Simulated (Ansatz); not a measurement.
C (Fd-3m): refractive index against wavelength

The refractive index of C (Fd-3m) below the direct gap (5.59 eV on the mesh) is read from one computed spectrum, n = √(Re ε).

It takes space group Fd-3m (No. 227, cubic). The conventional cell has a = 3.567 Å, b = 3.567 Å, c = 3.567 Å, α = 90.00°, β = 90.00°, γ = 90.00°. C on site a has 4 C at 1.54 Å as nearest neighbours.

Method: Ansatz 0.2.0, PBE, independent particles, k-mesh 16×16×16 with interpolation inside its cells, Gaussian parameter 0.15 eV.

Launch of the response step: `ansatz run input.yaml --threads 4 --pin off --max-ram 8192MiB --backend cpu --events-out ev --progress --plain --runs-dir out`. The run took 3 s, on 4 threads of Arm Neoverse V1, on a shared host.

| wavelength (nm) | photon energy E (eV) | n |
| --- | --- | --- |
| 700 | 1.771 | 2.4711 |
| 633 | 1.959 | 2.4781 |
| 532 | 2.331 | ? |
| 450 | 2.755 | 2.5179 |
| 405 | 3.061 | 2.5382 |
| 365 | 3.397 | 2.5643 |
| 308 | 4.025 | 2.6273 |

In the single-oscillator model n² − 1 = E₀E_d/(E₀² − E²), so 1/(n² − 1) = E₀/E_d − E²/(E₀E_d) is linear in E².

Working, on the rows shown:

| x = E² (eV²) | y = 1/(n² − 1) |
| --- | --- |
| 3.13716 | 0.195835 |
| 3.83641 | 0.194515 |
| 7.59115 | 0.187272 |
| 9.37179 | 0.18374 |
| 11.5384 | 0.179352 |
| 16.2043 | 0.169414 |

Means: x̄ = 8.6132, ȳ = 0.18502. Σ(x − x̄)(y − ȳ) = -0.2429, Σ(x − x̄)² = 120.6. Slope = -0.2429 / 120.6 = -0.002014; intercept = ȳ − slope · x̄ = 0.20237. Turned back into n, the line misses the rows shown by at most 0.0021.

Task: Predict the last column of the withheld row from the fit.

Result: At x = 5.4314 the line gives y = 0.19143, that is 2.4948. The run gave 2.4946, so the interpolation is off by 0.00016, 0.1 % of the range in the table.

Refitted with all rows, the slope is -0.002015 and the intercept 0.20238. These give E₀ = √(intercept/−slope) = 10.02 eV and E_d = E₀/intercept = 49.5 eV; E₀ is 1.8 times the direct gap. The electronic limit at long wavelengths, without lattice vibrations, is n = √(1 + 1/intercept) = 2.437. Excitons are left out and so are local fields; PBE gaps are as a rule too small.
